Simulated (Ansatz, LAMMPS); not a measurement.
**Molecular dynamics of 59Ga2O3-41Li2O (mol %) with crystalline order left by the classical run (134 atoms)**

Wanted: a short trajectory of 59Ga2O3-41Li2O (mol %) with crystalline order left by the classical run (134 atoms) with its pair distributions.

Calculated with Ansatz 0.2.0; Kohn-Sham DFT, RPBE, PAW (set soft_2), plane waves.

**1. The structure**

The cell holds 134 atoms: 38 Ga, 26 Li and 70 O. Cell: a = 10.791 Å, b = 10.791 Å, c = 10.791 Å, α = 90.0°, β = 90.0°, γ = 90.0°. 134 atoms (38 Fe, 26 Li, 70 O) placed at random at 4.11 g/cm³, melted at 5000 K for 10 ps at fixed volume with the Morse and Coulomb pair potential with partial charges (Pedone, Malavasi, Menziani, Cormack and Segre, J. Phys. Chem. B 110, 11780 (2006)). Quenched from 5000 K to 300 K at 10 K/ps and fixed volume, held 10 ps at zero pressure, then minimised at fixed cell. Then Fe was replaced by Ga and the cell scaled by 1.005 (the potential has no terms for the new elements, so the cell is a start for a DFT relaxation).

What the set-up can't give: The quench rate of 10 K/ps is orders of magnitude faster than experiment, which tends to freeze in extra defects. The starting topology of bonds comes from the classical model. Sampling is at Γ alone, for a cell whose shortest periodic width is 11 Å.

**2. Single point at the start**

The forces at the start show how far the geometry lies from a minimum of this functional.

Input file input.yaml:

```yaml
crystal:
  lattice:
    - [10.79119, 0.0, 0.0]
    - [0.0, 10.79119, 0.0]
    - [0.0, 0.0, 10.79119]
  atoms:
    - { symbol: Ga, position: [0.57878, 0.73848, 0.00216] }
    - { symbol: Ga, position: [0.4367, 0.78014, 0.54614] }
    - { symbol: Ga, position: [0.92157, 0.06317, 0.08343] }
    - { symbol: Ga, position: [0.78919, 0.09165, 0.61092] }
    [... 124 atom lines left out ...]
    - { symbol: O, position: [0.70965, 0.48382, 0.66599] }
    - { symbol: O, position: [0.65914, 0.5739, 0.4006] }
    - { symbol: O, position: [0.58365, 0.24364, 0.26466] }
    - { symbol: O, position: [0.3692, 0.70137, 0.22937] }
    - { symbol: O, position: [0.6273, 0.6202, 0.86996] }
    - { symbol: O, position: [0.57291, 0.8768, 0.87921] }
kpoints:
  mp_grid: { grid: [1, 1, 1] }
hamiltonian:
  xc: rpbe
scf:
  occupations: { method: fermi_dirac, width: 0.078 }
output:
  forces: true
```

Started as:

```sh
$ ansatz run input.yaml --threads 4 --pin off --max-ram 8192MiB --backend cpu --events-out ev --progress --plain --runs-dir out
```

Wall time 32 s (4 threads of Arm Neoverse V1, shared host); peak memory 2.2 GiB; 2.1 min of CPU time.

The run gave:

```
free energy            : -189208.6191 eV
free energy per atom   : -1412.0046 eV/atom
SCF cycles             : 10
r.m.s. force component : 0.3522 eV/Å
longest force          : 1.464 eV/Å
Fermi energy           : 9.304 eV
```

The r.m.s. force component of 0.35 eV/Å sets the starting point.

Neighbours are counted within 2.50 Å (O-Ga), 2.58 Å (O-Li).

Length of the force by element and coordination:

```csv
element,coordination,atoms,mean length of the force (eV/Å),spread,least,most
Ga,all,38,0.713,0.303,0.195,1.46
Ga,5,5,0.650,0.303,0.249,1.13
Ga,6,33,0.723,0.301,0.195,1.46
Li,all,26,0.428,0.235,0.0536,0.874
Li,4,4,0.580,0.152,0.387,0.762
Li,5,8,0.516,0.256,0.194,0.874
Li,6,14,0.333,0.196,0.0536,0.771
O,all,70,0.495,0.229,0.0861,1.15
O,4,13,0.463,0.21,0.237,0.822
O,5,31,0.511,0.208,0.117,1.03
O,6,26,0.493,0.259,0.0861,1.15
```

**3. Dynamics started at 900 K**

Without a thermostat the total energy must stay constant, which tests forces and time step. The time step is 1.0 fs.

Edit input.yaml of step 2 so:

```diff
@@ -15 +15,8 @@
   forces: true
+md:
+  timestep: 1.0
+  n_steps: 130
+  ensemble: nve
+  temperature: 900
+  initial_velocities: maxwell_boltzmann
+  seed: 9663
```

It took 38 min on 4 threads; peak memory 2.4 GiB; 2.5 h of CPU time.

The program notes that it switched symmetry off.

Rows from the run:

```csv
time (fs),T (K),potential (meV/atom),conserved (meV/atom)
0.0,900,0.0,0.00
9.0,607,37.6,0.07
17.0,347,71.0,0.12
26.0,452,57.6,0.06
35.0,513,49.7,0.06
43.0,482,53.7,0.07
52.0,497,51.8,0.07
61.0,535,46.9,0.06
69.0,517,49.2,0.06
78.0,492,52.4,0.07
87.0,559,43.8,0.06
95.0,609,37.3,0.05
104.0,564,43.2,0.06
113.0,499,51.6,0.08
121.0,507,50.4,0.08
130.0,577,41.4,0.06
```

Mean square displacement from the first frame to the last: Ga 0.058 Å², Li 0.18 Å², O 0.034 Å².

The mean square displacement by time lag:

```csv
time lag (fs),Ga (Å²),Li (Å²),O (Å²)
1.0,2.0e-5,1.9e-4,8.0e-5
3.0,1.8e-4,0.00168,7.1e-4
6.0,7.1e-4,0.00659,0.00277
9.0,0.00157,0.0144,0.00599
14.0,0.00367,0.0327,0.0133
17.0,0.00528,0.0459,0.0183
19.0,0.00647,0.0552,0.0219
22.0,0.00842,0.0696,0.0271
25.0,0.0105,0.0840,0.0322
27.0,0.0120,0.0933,0.0353
30.0,0.0143,0.107,0.0395
35.0,0.0183,0.126,0.0451
38.0,0.0207,0.136,0.0474
41.0,0.0231,0.143,0.0490
43.0,0.0247,0.148,0.0498
46.0,0.0270,0.152,0.0505
49.0,0.0294,0.156,0.0508
51.0,0.0309,0.157,0.0508
57.0,0.0352,0.158,0.0509
59.0,0.0366,0.158,0.0509
62.0,0.0386,0.157,0.0511
65.0,0.0405,0.157,0.0513
```

Over the second half of 130 fs the temperature averages 538 K with swings of 39 K r.m.s. The conserved energy stays within 0.12 meV/atom. From first frame to last Li has the largest mean square displacement, 0.18 Å² at the end; the farthest move is 0.97 Å. The mean temperature of 538 K lies well off the 900 K of the input: without a thermostat, part of the starting kinetic energy flows into potential energy (about half from a start near a minimum). The count of bonds goes from 363 in the first frame to 360 in the last, by one set of cutoffs: 19 pairs passed out of them and 16 came within. The run spans 0.13 ps, too short for its means to be equilibrium values.

**4. Local order late in the run**

The g(r) is a mean over the second half; what follows it is taken at the last frame.

Bonds before and after, by the cutoffs listed below:

```csv
pair,bonds before,bonds after,mean before (Å),mean after (Å),spread before (Å),spread after (Å)
O-Ga,223,216,2.035,2.026,0.104,0.134
O-Li,140,144,2.128,2.134,0.157,0.184
```

Density 5.22 g/cm³, 9.378 Å³ an atom.

Mean of 15 frames. g(r), total and by pair (bins of 0.2 Å):

```csv
r (Å),total,O-O,O-Ga,O-Li,Ga-Ga,Ga-Li,Li-Li
1.60,0.01,0.00,0.00,0.06,0.00,0.00,0.00
1.80,0.80,0.00,1.79,1.32,0.00,0.00,0.00
2.00,2.58,0.00,6.16,3.68,0.00,0.00,0.13
2.20,0.99,0.00,1.66,2.35,0.00,0.00,0.51
2.40,0.49,0.10,0.42,1.33,0.00,0.28,1.10
2.60,0.78,1.43,0.15,0.38,0.03,1.48,2.70
2.80,1.65,3.58,0.11,0.33,1.60,3.12,2.47
3.00,1.51,2.83,0.23,0.32,3.49,2.42,1.59
3.20,0.91,1.18,0.37,0.38,2.44,1.54,1.06
3.40,0.79,0.46,0.88,0.88,1.22,0.84,0.85
3.60,0.88,0.28,1.40,1.19,0.72,0.57,0.52
3.80,0.77,0.56,0.96,0.91,0.53,0.74,0.62
4.00,0.73,0.78,0.72,0.74,0.66,0.73,0.54
4.20,0.79,0.64,0.84,1.03,0.55,0.80,0.60
4.40,1.14,0.55,1.74,1.71,0.39,0.62,0.66
4.60,1.35,0.73,2.15,2.01,0.38,0.53,0.57
4.80,1.26,1.17,1.51,1.46,0.70,0.93,1.11
5.00,1.25,1.83,0.86,0.84,1.63,1.36,1.23
5.20,0.96,1.36,0.44,0.55,1.64,1.51,1.27
```

Bonds by pair of elements; cutoffs follow the first minimum of g(r), held within bounds set by covalent radii, and pairs that aren't listed don't count as bonded:

```csv
pair A-B,cutoff (Å),bonds,mean length (Å),spread (Å),shortest (Å),B about A,A about B
O-Ga,2.5,216,2.03,0.134,1.79,3.09,5.68
O-Li,2.58,144,2.13,0.184,1.69,2.06,5.54
```

How many atoms have how many bonded neighbours:

```csv
element,mean,3,4,5,6
Ga,5.68,0,1,10,27
Li,5.54,0,3,6,17
O,5.14,1,13,31,25
```

Bond angles, per cent of each kind in bins of 5°:

```csv
angle (°),O-Ga-O,Ga-O-Li,O-Li-O,Ga-O-Ga,Li-O-Li
55–60,0.0,0.0,0.0,0.0,2.3
60–65,0.0,0.0,0.0,0.0,1.5
65–70,0.2,0.3,1.8,0.0,3.9
70–75,1.4,2.9,3.3,0.0,6.9
75–80,9.4,6.2,9.0,0.4,9.2
80–85,12.9,12.5,11.1,2.0,17.7
85–90,16.6,19.5,16.2,13.5,10.8
90–95,16.2,15.3,15.3,20.7,11.5
95–100,11.0,8.8,7.5,17.1,6.9
100–105,6.3,5.5,6.6,10.8,2.3
105–110,2.4,2.9,3.3,6.8,4.6
110–115,2.0,2.9,2.4,2.0,2.3
115–120,0.4,0.8,0.9,3.6,0.0
120–125,0.0,0.8,1.2,3.6,0.8
125–130,1.2,1.0,0.6,2.4,0.0
130–135,0.8,1.0,0.9,2.0,0.0
135–140,0.2,0.8,0.3,1.2,0.0
140–145,1.0,2.3,0.6,0.8,0.0
145–150,1.0,1.6,1.8,1.2,1.5
150–155,0.8,1.8,2.4,1.2,0.0
155–160,2.4,1.3,2.1,0.8,1.5
160–165,2.7,3.4,4.2,1.6,4.6
165–170,3.5,2.9,2.7,4.8,3.9
170–175,4.7,3.1,4.2,2.8,6.9
175–180,3.1,2.6,1.5,0.8,0.8
```

Bond angles (no mean is given where the spread exceeds 20°):

```csv
angle,count,mean (°),spread (°)
O-Ga-O,511,-,-
Ga-O-Li,385,-,-
O-Li-O,333,-,-
Ga-O-Ga,251,-,-
Li-O-Li,130,-,-
```

Oxygen atoms by the number of network formers (Si, P, Ge, B, Al, As, Ga) bound to them:

```csv
network formers bound to O,O atoms,per cent
0,0,0
1,3,4.3
2,11,15.7
3,36,51.4
4,17,24.3
5,3,4.3
```

Network units: each former by its oxygen neighbours and how many of them bridge to another former:

```csv
former,O neighbours,bridging O,atoms
Ga,4,4,1
Ga,5,4,1
Ga,5,5,9
Ga,6,5,2
Ga,6,6,25
```

Bond length by coordination (bonds to H left out):

```csv
element,coordination,atoms,mean bond length (Å)
Ga,4,1,1.92
Ga,5,10,2.00
Ga,6,27,2.04
Li,4,3,2.05
Li,5,6,2.06
Li,6,17,2.17
O,3,1,1.97
O,4,13,1.99
O,5,31,2.06
O,6,25,2.10
```

First main peaks of g(r), for some of the pairs, lie near 2.8 Å (O-O), 2.0 Å (O-Ga), 2.0 Å (O-Li), 3.0 Å (Ga-Ga) and 2.8 Å (Ga-Li). Counting bonds as in the table, 71 % of Ga atoms have 6, 65 % of Li atoms have 6 and 44 % of O atoms have 5 bonded neighbours. 16 % of the oxygens bridge two formers (Ga) and 4 % are non-bridging; 51 % join three; 24 % join four; 4 % join five. The commonest Ga unit has 6 oxygens, 6 of them shared with other formers (25 of 38 atoms).

**5. Single point at the last frame**

The last frame is solved once more, with the analyses that the dynamics left out.

Input file input.yaml:

```yaml
crystal:
  lattice:
    - [10.79119, 0.0, 0.0]
    - [0.0, 10.79119, 0.0]
    - [0.0, 0.0, 10.79119]
  atoms:
    - { symbol: Ga, position: [0.59315, 0.74723, 0.99855] }
    - { symbol: Ga, position: [0.4352, 0.77952, 0.52527] }
    - { symbol: Ga, position: [0.91889, 0.07031, 0.08854] }
    - { symbol: Ga, position: [0.80349, 0.07267, 0.62882] }
    [... 124 atom lines left out ...]
    - { symbol: O, position: [0.70697, 0.47686, 0.66867] }
    - { symbol: O, position: [0.66273, 0.56398, 0.40829] }
    - { symbol: O, position: [0.59792, 0.25394, 0.27514] }
    - { symbol: O, position: [0.38173, 0.70974, 0.23647] }
    - { symbol: O, position: [0.62066, 0.61709, 0.8658] }
    - { symbol: O, position: [0.53331, 0.87034, 0.87789] }
kpoints:
  mp_grid: { grid: [1, 1, 1] }
hamiltonian:
  xc: rpbe
scf:
  occupations: { method: fixed }
output:
  forces: true
  stress: true
  populations: intrinsic
  dos:
    method: { smearing: { sigma: 0.15 } }
    de: 0.1
    projected: { site_lists: { Ga: [Ga], Li: [Li], O: [O] } }
  eigenvalues: true
  write_density: true
  write_potential: true
  volumetric_format: npy
```

The job ended after 56 s (4 threads; peak memory 2.2 GiB; 3.6 min of CPU time).

The run gave:

- free energy: -189203.0657 eV
- free energy per atom: -1411.9632 eV/atom
- SCF cycles: 10
- pressure: 9.673 GPa
- r.m.s. force component: 0.7304 eV/Å
- longest force: 3.001 eV/Å
- Fermi energy: 8.532 eV
- gap (highest filled to lowest empty level): 1.641 eV

Neighbours are counted within 2.50 Å (O-Ga), 2.58 Å (O-Li), the cutoffs taken from the dynamics.

Length of the force by element and coordination:

```csv
element,coordination,atoms,mean length of the force (eV/Å),spread,least,most
Ga,all,38,1.42,0.595,0.438,3.00
Ga,4,1,2.12,0,2.12,2.12
Ga,5,10,1.51,0.738,0.759,3.00
Ga,6,27,1.36,0.522,0.438,2.47
Li,all,26,0.651,0.256,0.235,1.33
Li,4,3,0.454,0.204,0.266,0.737
Li,5,6,0.892,0.192,0.501,1.08
Li,6,17,0.602,0.224,0.235,1.33
O,all,70,1.16,0.5,0.232,2.55
O,3,1,0.496,0,0.496,0.496
O,4,13,1.08,0.452,0.346,1.96
O,5,31,1.31,0.522,0.469,2.55
O,6,25,1.05,0.441,0.232,1.97
```

Intrinsic-atomic-orbital charges by element and coordination:

```csv
element,coordination,atoms,mean charge (e),spread,least,most
Ga,all,38,0.934,0.0421,0.809,1.01
Ga,4,1,0.968,0,0.968,0.968
Ga,5,10,0.933,0.0482,0.833,0.996
Ga,6,27,0.933,0.0398,0.809,1.01
Li,all,26,0.815,0.0111,0.797,0.846
Li,4,3,0.825,0.0092,0.812,0.833
Li,5,6,0.817,0.0136,0.803,0.846
Li,6,17,0.813,0.0093,0.797,0.829
O,all,70,-0.810,0.0951,-1.14,-0.682
O,3,1,-0.741,0,-0.741,-0.741
O,4,13,-0.750,0.0328,-0.795,-0.682
O,5,31,-0.786,0.0701,-0.980,-0.69
O,6,25,-0.873,0.110,-1.14,-0.735
```

Density of states as counts of states in windows of 1 eV (from the Fermi level), total and the larger projections:

```csv
from (eV),to (eV),total,O p,Ga p,Ga s,O s,Ga d
-18,-17,50.8,0.2,5.9,1.0,38.3,4.7
-17,-16,13.5,0.1,1.2,0.3,10.4,1.3
-16,-15,4.0,0.0,0.2,0.1,3.1,0.3
-15,-14,50.2,1.0,0.1,0.1,0.2,48.8
-14,-13,288.1,3.7,1.3,0.4,4.9,277.5
-13,-12,41.8,0.6,0.3,0.1,3.5,37.1
-12,-9,0.0,0.0,0.0,0.0,0.0,0.0
-9,-8,0.2,0.1,0.0,0.1,0.0,0.0
-8,-7,18.7,11.1,0.8,5.6,0.6,0.4
-7,-6,34.2,21.1,2.3,8.3,1.8,0.6
-6,-5,40.2,27.4,5.7,4.2,2.0,0.5
-5,-4,48.4,36.6,7.0,1.8,1.5,0.7
-4,-3,63.4,52.2,6.8,0.9,1.3,0.8
-3,-2,82.7,73.9,4.2,0.6,1.0,1.1
-2,-1,91.0,85.5,1.7,0.4,0.5,1.2
-1,0,40.0,38.2,0.4,0.1,0.2,0.3
0,1,1.2,1.1,0.0,0.0,0.0,0.0
1,2,2.0,0.3,0.1,0.7,0.6,0.0
2,3,0.0,0.0,0.0,0.0,0.0,0.0
3,4,11.1,3.4,1.5,4.0,1.7,0.0
4,5,22.9,6.7,3.7,9.2,2.3,0.0
```

With fixed occupations the program's Fermi level is the highest filled level; weight inside the gap is the broadening of levels at its edges.

Between -26 and -18 eV lie 72 more states.

The stored curve holds about 940 of the 992 electrons; the rest, give or take the few that broadening carries across the Fermi level, lie in deeper levels below its range.

The levels nearest the highest filled one (over half full), pooled over k-points and spins:

```csv
level less the highest filled one (eV),occupation
-0.533,2
-0.498,2
-0.386,2
-0.191,2
-0.0831,2
0,2
1.64,0
3.46,0
3.62,0
3.65,0
3.66,0
3.89,0
```

Mean intrinsic-atomic-orbital charges: Ga +0.93, Li +0.81, O -0.81 e.

**6. Summary of results**

```
mean temperature, second half                                : 537.7 K
temperature swing, second half                               : 38.88 K
slope of the conserved energy against time, by least squares : 0.031 meV/atom/ps
free energy per atom                                         : -1411.9632 eV/atom
pressure                                                     : 9.673 GPa
r.m.s. force component                                       : 0.7304 eV/Å
gap (highest filled to lowest empty level)             : 1.641 eV
wall time of the 3 DFT runs                                  : 39 min
```

Over the second half of 130 fs the temperature averages 538 K with swings of 39 K r.m.s. The conserved energy stays within 0.12 meV/atom. The mean temperature of 538 K lies well off the 900 K of the input: without a thermostat, part of the starting kinetic energy flows into potential energy (about half from a start near a minimum). The count of bonds goes from 363 in the first frame to 360 in the last, by one set of cutoffs: 19 pairs passed out of them and 16 came within. The run spans 0.13 ps, too short for its means to be equilibrium values. Counting bonds as in the table, 71 % of Ga atoms have 6, 65 % of Li atoms have 6 and 44 % of O atoms have 5 bonded neighbours. 16 % of the oxygens bridge two formers (Ga) and 4 % are non-bridging; 51 % join three; 24 % join four; 4 % join five.

The highest filled and lowest empty levels differ by 1.64 eV (at Γ alone); a semilocal functional tends to put such gaps too low. In a disordered cell it changes from sample to sample, and tail or defect levels can set it.

Caveats: The network of bonds at the start is that of the classical potential that made the cell; in DFT 19 of its 363 bonded pairs passed out of the cutoffs and 16 came within them. The stress is far from hydrostatic: its diagonal is 9.2, 15.9, 3.8 GPa, compression counted positive. The pressure of 9.7 GPa is that of one thermal frame at a volume set beforehand, without the kinetic term.

[Logs are printed without paths, hosts, clocks, repeated set-up lines and the standing remarks that a program may print on its own settings, such as how far it seeks lower states.]

[Hosts, paths, dates, database ids (printed as entryN), source tags and the programs' standing remarks are cut or masked in the printed files.]
